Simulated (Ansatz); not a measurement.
Planning a GW calculation on Si3N4 (P6_3/m).

```
Si N
1.0
     7.60440    0.00000    0.00000
    -3.80220    6.58560    0.00000
     0.00000    0.00000    2.90630
Si N
6 8
Direct
  0.76848 0.17456 0.25000
  0.59392 0.76848 0.75000
  0.82544 0.59392 0.25000
  0.23152 0.82544 0.75000
  0.40608 0.23152 0.25000
  0.17456 0.40608 0.75000
  0.03050 0.33024 0.25000
  0.70026 0.03050 0.75000
  0.66976 0.70026 0.25000
  0.96950 0.66976 0.75000
  0.29974 0.96950 0.25000
  0.33024 0.29974 0.75000
  0.66667 0.33333 0.25000
  0.33333 0.66667 0.75000
```

The cell and positions come from the Crystallography Open Database and are kept as given unless a step says otherwise.

Runs so far (Ansatz 0.2.0, start PBE, PAW set soft_1 files, 3×3×6 mesh). Times are wall times on 1 × NVIDIA H100 80GB HBM3 (shared by 6 runs) with 2 threads of AMD EPYC 7R13 (Zen 3), shared host, good to a factor of about two.

```tsv
bands summed	cutoff (eV)	gap on the mesh (eV)	time
163	54	5.752	13 s
402	108	5.921	38 s
```

Q: What should the next rung give, with 830 bands and screening to 180 eV, and where is the limit?

The error falls about as one over the bands when the cutoff rises with them. A line through the two highest rungs given predicts 5.981 eV; the run gave 6.096 eV, a miss of 0.116 eV, so the law fails here: the steps don't follow it yet. The two highest rungs put the limit near 6.261 eV, the pair below near 6.036 eV; neither can be trusted until a further rung is run.

Gaps are over the mesh's points; an edge off the mesh would be missed. Limits: not at the basis limit.

[Paths, hosts, dates, memory and timing lines, banners, echoed tables and standing remarks are left out of the program output.]

[Logs are printed without paths, hosts, clocks, repeated set-up lines and the standing remarks that a program may print on its own settings, such as how far it seeks lower states.]

[Runs of the session that timed out or met a known fault of the program may be left out.]

[Cells called generated may have been cut or substituted from an entry of the Crystallography Open Database or the Materials Project.]

[Hosts, paths, dates, database ids (printed as entryN), source tags and the programs' standing remarks are cut or masked in the printed files.]
